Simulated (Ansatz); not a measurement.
# Ru (P6_3/mmc, 2 atoms in the cell) under biaxial strain in the (0001) plane, that of a and b, part 2 of 2

Wanted: the shifts of the zone-centre modes of Ru (P6_3/mmc, 2 atoms in the cell) with strain.

Ansatz 0.2.0; DFT LDA, scalar-relativistic, plane waves, PAW; PAW set soft_1.

So far, highest optical mode at the zone centre (no LO-TO term) (cm⁻¹): step 5 (modes at rest) 278.

## 6. A member of the series: biaxial strain of +4 % in the (0001) plane, that of a and b

The cell takes a biaxial strain of +4 % in the (0001) plane, that of a and b. The strained lengths are held, while the rest of the cell and the atoms relax.

Contents of input.yaml:

```yaml
crystal:
  lattice:
    - [2.781900599, 0.0, 0.0]
    - [-1.3909502995, 2.4091965895, 0.0]
    - [0.0, 0.0, 4.1513545276]
  atoms:
    - { symbol: Ru, position: [0.3333333333, 0.6666666667, 0.25] }
    - { symbol: Ru, position: [0.6666666667, 0.3333333333, 0.75] }
kpoints:
  mp_grid: { grid: [18, 18, 12] }
hamiltonian:
  xc: lda
  pseudopotentials: { kind: paw, azcp: { folder: soft_1 }, xc_functional: pbe }
scf:
  occupations: { method: methfessel_paxton, width: 0.2 }
output:
  forces: true
  stress: true
  eigenvalues: true
relax:
  adjacent_minimum: "off"
  f_tol: 0.001
  max_steps: 60
  cell: { stress_tol: 0.01, fix: [a, b, gamma] }
```

The run is started by

```sh
$ ansatz run input.yaml --threads 4 --pin off --max-ram 10240MiB --backend cpu --events-out ev --progress --plain --runs-dir out
```

Numbers of over 12 decimals in the logs are rounded to 6 here.

The log of the run:

```text
[...]
Crystal: 2 atoms, lattice volume = 27.823 Å³
Basis set: ecut = 420 eV, 565 PW (Γ)
Bands: 20, of which v1, the nominal top of the filled ones, is band 16 counted from 1 (15 counted from 0)
Symmetry: 24 space group operations
[...]
k-points: 259 of 3888
[...]
k-point 258: bands = [... 12 lower, 19.8499, 19.8499, 21.3988, 21.3988, 23.4946, 23.4946, 30.4400, 30.4400]
--- Relaxed structure (5 steps of the walk, 5 accepted, 2 SCFs on fresh bases) ---
[...]
cell:  # Å, volume = 27.6609 Å³
    - [2.781901, 0, 0.0]
    - [-1.390950, 2.409197, 0.0]
    - [0.0, 0.0, 4.127170]
  atoms:
    - { symbol: Ru, position: [0.333333, 0.666667, 0.250000] }
    - { symbol: Ru, position: [0.666667, 0.333333, 0.750000] }
[key lines of the parts left out:]
SCF converged after 4 iterations
Free energy (F): -11516.495936 eV
Fermi energy:    22.508662 eV
P = ⅓ Tr σ = -15.6340 GPa (-156.340 kbar)
```

Wall time 9.8 s (4 threads of Arm Neoverse V2, shared host); peak memory 0.41 GiB.

Relaxation path:

| step | energy less that of the first step (eV) | largest force component (eV/Å) | pressure (GPa) | volume (Å³) |
| --- | --- | --- | --- | --- |
| 1 | 0.0000 | 0.0000 | -17.58 | 27.82 |
| 2 | -0.0012 | 0.0000 | -14.08 | 27.54 |
| 3 | -0.0022 | 0.0000 | -15.67 | 27.66 |
| 4 | -0.0022 | 0.0000 | -15.63 | 27.66 |
| 5* | -0.0019 | 0.0000 | -15.64 | 27.66 |
| 6 | -0.0019 | 0.0000 | -15.63 | 27.66 |
| 7* | -0.0019 | 0.0000 | -15.63 | 27.66 |

Relaxation steps marked * repeat the geometry before them on a plane-wave basis chosen anew for their cell, so energy and pressure can jump there.

Forces are held to the 24 operations that the run works with; a distortion that breaks them can't arise in this run.

| conventional cell, symmetrised | before | after | change |
| --- | --- | --- | --- |
| a (Å) | 2.782 | 2.782 | -0.0 % |
| b (Å) | 2.782 | 2.782 | -0.0 % |
| c (Å) | 4.151 | 4.127 | -0.6 % |
| volume (Å³/atom) | 13.91 | 13.83 | -0.6 % |

Final coordinates:

```xyz
2
Lattice="2.7819 0.0000 0.0000 -1.3910 2.4092 0.0000 0.0000 0.0000 4.1272" Properties=species:S:1:pos:R:3 pbc="T T T"
Ru    0.0000    1.6061    1.0318
Ru    1.3910    0.8031    3.0954
```

Numbers from this step:

- pressure: -15.63 GPa
- volume per atom: 13.83 Å³

The forces vanish by symmetry.

## 7. Modes of this member: biaxial strain of +4 % in the (0001) plane, that of a and b

The zone-centre modes follow for biaxial strain of +4 % in the (0001) plane, that of a and b.

input.yaml, the sections that differ from step 6:

```yaml
crystal:
  lattice:
    - [2.781900599, 0.0, 0.0]
    - [-1.3909502995, 2.4091965895, 0.0]
    - [0.0, 0.0, 4.1271699767]
  atoms:
    - { symbol: Ru, position: [0.3333333333, 0.6666666667, 0.25] }
    - { symbol: Ru, position: [0.6666666667, 0.3333333333, 0.75] }
output:
  eigenvalues: true
phonons:
  method: dfpt
# kpoints, hamiltonian, scf: as in step 6
# relax: removed
```

The log of the run:

```text
[...]
Crystal: 2 atoms, lattice volume = 27.661 Å³
Basis set: ecut = 420 eV, 553 PW (Γ), exchange–correlation on 40×40×60 points (8 copies of the dense FFT grid, shifted against one another)
Bands: 20, of which v1, the nominal top of the filled ones, is band 16 counted from 1 (15 counted from 0)
Symmetry: 24 space group operations
k-points: 637 of 3888 (irreducible under 4 space group operations, time reversal used)
[...]
SCF iter   1: F=—  HF=-11518.042338 eV  |F-HF|=—  |Δ(HF+E_count)|=         —  Δρ=1.30e-1  dr2=4.52e0  ethr=3.10e-3  ⟨swp⟩=5.0  Hψ=111371  notcnv=0  defer=35
[...]
SCF iter   9: F=-11516.495937 eV  HF=-11516.495937 eV  |F-HF|=0.00e0  |Δ(HF+E_count)|=  1.46e-11  S|Δr|=    0.00e0  Δρ=2.74e-8  dr2=9.60e-14  ethr=1.00e-12  ⟨swp⟩=10.1  Hψ=72790  notcnv=0
SCF 1 converged in 9 iterations: F = -11516.495937 eV  dr2 = 9.60e-14
[...]
SCF converged after 9 iterations
[...]
Free energy (F): -11516.495937 eV
[...]
Internal energy: -11516.495886 eV  (E = F + TS)
E sigma→0 (E₀):  -11516.495924 eV
Entropy (-TS):   -0.000051 eV (-0.025 meV/atom)
Fermi energy:    22.508662 eV
[...]
--- Band table (eV; the first three rows and the last of 637) ---
  k-point 0: bands = [... 12 lower, 20.6545, 20.6545, 20.6925, 20.6925, 20.7124, 23.6555, 23.6555, 24.5107, ... 4 higher]
  k-point 1: bands = [... 12 lower, 20.6228, 20.6228, 20.6623, 20.8380, 20.8380, 23.6812, 23.6812, 24.2062, ... 4 higher]
  k-point 2: bands = [... 12 lower, 20.4383, 20.4383, 20.5218, 21.2322, 21.2322, 23.4369, 23.7295, 23.7295, ... 4 higher]
  k-point 636: bands = [... 12 lower, 19.9100, 19.9100, 21.1227, 21.1227, 23.9827, 23.9827, 27.2998, 27.2998, ... 4 higher]
[...]
ASR residual: 1.194e-5 → 0.000e0 eV/Å²; symmetrization residual: 3.428e-13 eV/Å²
  ASR residual per site (eV/Å²): 1.19e-5 1.19e-5
  Γ frequencies (cm⁻¹): 0.00 0.00 0.00 207.15 207.15 278.46
[...]
```

The job ended after 22 s (4 threads; peak memory 1.2 GiB).

Numbers from this step:

- sum-rule residual before enforcement: 1.19e-5 eV/Å²
- highest optical mode at the zone centre (no LO-TO term): 278.5 cm⁻¹
- lowest optical zone-centre mode: 207.2 cm⁻¹

Patterns of degenerate modes are one choice out of their space. Modes at Γ:

| mode | frequency (cm⁻¹) | symmetry |
| --- | --- | --- |
| 1 | 0.0 | acoustic |
| 2 | 0.0 | acoustic |
| 3 | 0.0 | acoustic |
| 4 | 207.2 | E2g |
| 5 | 207.2 | E2g |
| 6 | 278.5 | B1g |

Displacements in mode 4 (207.2 cm⁻¹), the largest set to 1:
```
Ru1  1.00  0.00  0.00
Ru2 -1.00  0.00  0.00
```

Displacements in mode 6 (278.5 cm⁻¹), the largest set to 1:
```
Ru1  0.00  0.00  1.00
Ru2  0.00  0.00 -1.00
```

The lowest optical mode is real, 207 cm⁻¹, and the highest lies at 278.5 cm⁻¹.

## 8. A member of the series: biaxial strain of -4 % in the (0001) plane, that of a and b

The cell takes a biaxial strain of -4 % in the (0001) plane, that of a and b. The strained lengths are held, while the rest of the cell and the atoms relax.

input.yaml, the sections that differ from step 7:

```yaml
crystal:
  lattice:
    - [2.5679082453, 0.0, 0.0]
    - [-1.2839541227, 2.223873775, 0.0]
    - [0.0, 0.0, 4.2968781325]
  atoms:
    - { symbol: Ru, position: [0.3333333333, 0.6666666667, 0.25] }
    - { symbol: Ru, position: [0.6666666667, 0.3333333333, 0.75] }
output:
  forces: true
  stress: true
  eigenvalues: true
relax:
  adjacent_minimum: "off"
  f_tol: 0.001
  max_steps: 60
  cell: { stress_tol: 0.01, fix: [a, b, gamma] }
# kpoints, hamiltonian, scf: as in step 7
# phonons: removed
```

The log of the run:

```text
[...]
Crystal: 2 atoms, lattice volume = 24.538 Å³
Basis set: ecut = 420 eV, 501 PW (Γ)
Bands: 20, of which v1, the nominal top of the filled ones, is band 16 counted from 1 (15 counted from 0)
Symmetry: 24 space group operations
[...]
k-points: 259 of 3888
[...]
--- Relaxed structure (5 steps of the walk, 5 accepted, 2 SCFs on fresh bases) ---
[...]
cell:  # Å, volume = 24.6737 Å³
    - [2.567908, 2.8867536881687432e-11, 0]
    - [-1.283954, 2.223874, -2.2723936604287054e-19]
    - [0, -4.390626274619885e-19, 4.320606]
  atoms:
    - { symbol: Ru, position: [0.333333, 0.666667, 0.250000] }
    - { symbol: Ru, position: [0.666667, 0.333333, 0.750000] }
[key lines of the parts left out:]
SCF converged after 5 iterations
Free energy (F): -11516.435047 eV
Fermi energy:    25.885574 eV
P = ⅓ Tr σ = 25.7409 GPa (257.409 kbar)
```

Run time: 8.3 s. Hardware: 4 threads; peak memory 0.39 GiB.

The steps of the relaxation:

| step | energy less that of the first step (eV) | largest force component (eV/Å) | pressure (GPa) | volume (Å³) |
| --- | --- | --- | --- | --- |
| 1 | 0.0000 | 0.0000 | 28.20 | 24.54 |
| 2 | -0.0006 | 0.0000 | 24.19 | 24.76 |
| 3 | -0.0016 | 0.0000 | 25.71 | 24.67 |
| 4 | -0.0016 | 0.0000 | 25.74 | 24.67 |
| 5* | -0.0019 | 0.0000 | 25.75 | 24.67 |
| 6 | -0.0019 | 0.0000 | 25.74 | 24.67 |
| 7* | -0.0019 | 0.0000 | 25.74 | 24.67 |

Relaxation steps marked * repeat the geometry before them on a plane-wave basis chosen anew for their cell, so energy and pressure can jump there.

Forces are held to the 24 operations that the run works with; a distortion that breaks them can't arise in this run.

| conventional cell, symmetrised | before | after | change |
| --- | --- | --- | --- |
| a (Å) | 2.568 | 2.568 | +0.0 % |
| b (Å) | 2.568 | 2.568 | +0.0 % |
| c (Å) | 4.297 | 4.321 | +0.6 % |
| volume (Å³/atom) | 12.27 | 12.34 | +0.6 % |

Final coordinates:

```xyz
2
Lattice="2.5679 0.0000 0.0000 -1.2840 2.2239 0.0000 0.0000 0.0000 4.3206" Properties=species:S:1:pos:R:3 pbc="T T T"
Ru    0.0000    1.4826    1.0802
Ru    1.2840    0.7413    3.2405
```

Numbers from this step:

| Quantity | Value |
| --- | --- |
| pressure | 25.74 GPa |
| volume per atom | 12.34 Å³ |

The forces vanish by symmetry.

## 9. Modes of this member: biaxial strain of -4 % in the (0001) plane, that of a and b

The zone-centre modes follow for biaxial strain of -4 % in the (0001) plane, that of a and b.

input.yaml, the sections that differ from step 8:

```yaml
crystal:
  lattice:
    - [2.5679082453, 0.0, 0.0]
    - [-1.2839541227, 2.223873775, 0.0]
    - [0.0, 0.0, 4.3206064799]
  atoms:
    - { symbol: Ru, position: [0.3333333333, 0.6666666667, 0.25] }
    - { symbol: Ru, position: [0.6666666667, 0.3333333333, 0.75] }
output:
  eigenvalues: true
phonons:
  method: dfpt
# kpoints, hamiltonian, scf: as in step 8
# relax: removed
```

The log of the run:

```text
[...]
Crystal: 2 atoms, lattice volume = 24.674 Å³
Basis set: ecut = 420 eV, 501 PW (Γ), exchange–correlation on 36×36×60 points (8 copies of the dense FFT grid, shifted against one another)
Bands: 20, of which v1, the nominal top of the filled ones, is band 16 counted from 1 (15 counted from 0)
Symmetry: 24 space group operations
k-points: 637 of 3888 (irreducible under 4 space group operations, time reversal used)
[...]
k-point 2: bands = [... 12 lower, 22.8444, 23.4298, 23.4298, 25.1251, 25.1251, 25.6577, 27.2615, 27.2615, ... 4 higher]
  k-point 636: bands = [... 12 lower, 22.9166, 22.9166, 24.3685, 24.3685, 27.8357, 27.8357, 31.7611, 31.7611, ... 4 higher]
[...]
ASR residual: 1.783e-4 → 0.000e0 eV/Å²; symmetrization residual: 7.428e-10 eV/Å²
  ASR residual per site (eV/Å²): 1.78e-4 1.78e-4
  Γ frequencies (cm⁻¹): 0.00 0.00 0.00 208.64 208.64 268.76
[...]
[key lines of the parts left out:]
SCF converged after 8 iterations
Free energy (F): -11516.435048 eV
Fermi energy:    25.885575 eV
```

It took 19 s on 4 threads; peak memory 1.2 GiB.

This step gave:

| Property | Result |
| --- | --- |
| sum-rule residual before enforcement | 1.78e-4 eV/Å² |
| highest optical mode at the zone centre (no LO-TO term) | 268.8 cm⁻¹ |
| lowest optical zone-centre mode | 208.6 cm⁻¹ |

Patterns of degenerate modes are one choice out of their space. Modes at Γ:

| mode | frequency (cm⁻¹) | symmetry |
| --- | --- | --- |
| 1 | 0.0 | acoustic |
| 2 | 0.0 | acoustic |
| 3 | 0.0 | acoustic |
| 4 | 208.6 | E2g |
| 5 | 208.6 | E2g |
| 6 | 268.8 | B1g |

The lowest optical mode is real, 209 cm⁻¹, and the highest lies at 268.8 cm⁻¹.

Between step 5 and this run (strain -4 %) the value for the highest optical mode at the zone centre (no LO-TO term) moves from 278 cm⁻¹ to 269 cm⁻¹ (-3 %).

## 10. All members side by side

The members are set side by side, also those not shown above.

Stress is positive in compression; energies are extrapolated to zero smearing, and E0 is that at rest; the edges not held and the atoms are relaxed in each cell; all runs use 18×18×12 k points and Methfessel-Paxton smearing of 0.2 eV. State of the crystal along the series:

| strain (%) | in-plane stress (GPa) | free strain along c (%) | E - E0 (meV/atom) |
| --- | --- | --- | --- |
| -4 | 38.61 | 2.288 | 114.7 |
| -3 | 27.14 | 1.726 | 62.11 |
| -2 | 17.01 | 1.149 | 26.64 |
| -1 | 8.019 | 0.5699 | 6.439 |
| 0 | 0.003309 | 0 | 0 |
| 1 | -7.091 | -0.5649 | 5.971 |
| 2 | -13.28 | -1.139 | 22.93 |
| 3 | -18.69 | -1.719 | 49.43 |
| 4 | -23.45 | -2.291 | 84.36 |

Optical modes are counted from below at rest and tracked from member to member by their patterns, and modes that stay within 0.3 cm⁻¹ of each other stand once; labels, where given, are those at rest; the edges not held and the atoms are relaxed in each cell; all runs use 18×18×12 k points and Methfessel-Paxton smearing of 0.2 eV. Optical modes along the series:

| strain (%) | optical mode 1 E2g (cm⁻¹) | optical mode 2 B1g (cm⁻¹) |
| --- | --- | --- |
| -4 | 208.6 | 268.8 |
| -3 | 209.9 | 271.5 |
| -2 | 211.1 | 274 |
| -1 | 211.7 | 276.2 |
| 0 | 211.6 | 277.7 |
| 1 | 210.9 | 278.4 |
| 2 | 209.8 | 278.5 |
| 3 | 208.6 | 278.2 |
| 4 | 207.2 | 278.5 |

Value and slope at zero strain of a cubic (a lower polynomial where under five rows exist) through the rows within 2 % of rest. Slopes at rest:

| mode | frequency (cm⁻¹) | shift per percent of strain (cm⁻¹) | shift per GPa of compressive stress (cm⁻¹) |
| --- | --- | --- | --- |
| optical mode 1 E2g | 211.6 | -0.42 | 0.06 |
| optical mode 2 B1g | 277.7 | 1.12 | -0.15 |

## 11. Summary of results

* members: 9
* highest optical mode at the zone centre (no LO-TO term), at rest: 277.7 cm⁻¹
* biaxial modulus in the (0001) plane, that of a and b: 755 GPa
* optical mode 1 E2g, shift per percent: -0.42 cm⁻¹
* optical mode 2 B1g, shift per percent: 1.12 cm⁻¹

The stress changes by 7.55 GPa for each percent, a biaxial modulus of 755 GPa in the (0001) plane, that of a and b. For each percent the free edge responds with -0.57 %. Within 2 % of rest optical mode 1 E2g and optical mode 2 B1g bend away from a straight line, so a single slope holds only near rest. These are harmonic frequencies at zero temperature: anharmonic shifts, linewidths and thermal expansion are left out. With no gap, or one that is small against the smearing, the frequencies hang on the k mesh and the smearing, most of all near Kohn anomalies. The PAW files were made for PBE; the program adapts parts of them to the functional of the run, but their partial waves stay those of PBE, an approximation that was not tested in this session. Only the zone centre was solved, so an instability at another wavevector cannot show here.

[Logs are printed without paths, hosts, clocks, repeated set-up lines and the standing remarks that a program may print on its own settings, such as how far it seeks lower states.]

[Hosts, paths, dates, database ids (printed as entryN), source tags and the programs' standing remarks are cut or masked in the printed files.]
